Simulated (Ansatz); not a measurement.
Space group P6_3/mmc (No. 194). a = 2.706 Å, b = 2.706 Å, c = 4.282 Å, α = 90.00°, β = 90.00°, γ = 120.00°
| atom | site | symmetry | x | y | z |
| --- | --- | --- | --- | --- | --- |
| Ru | 2c | -6m2 | 0.6667 | 0.3333 | 0.7500 |

**Question.** What reflectivity and colour does Ansatz, PBE, independent particles, without spin-orbit coupling, line width 0.1 eV (Gaussian), carrier damping 0.05 eV give for this metal?

**Answer.** Reflectivity along the first axis:

```csv
E (eV),R (%)
1.00,75.0
1.25,54.8
1.50,60.1
1.75,65.6
2.00,69.3
2.25,74.4
2.50,74.6
2.75,72.3
3.00,73.2
3.25,79.7
3.50,80.0
3.75,79.2
4.00,78.9
4.25,76.1
4.50,71.8
4.75,74.2
5.00,78.2
```

The colour is light grey: CIE x = 0.310, y = 0.334, luminous reflectivity 74 % under D65, from the mean over the axes. The mesh is 15×15×8, and the carriers' damping is typed.

[Logs are printed without paths, hosts, clocks, repeated set-up lines and the standing remarks that a program may print on its own settings, such as how far it seeks lower states.]
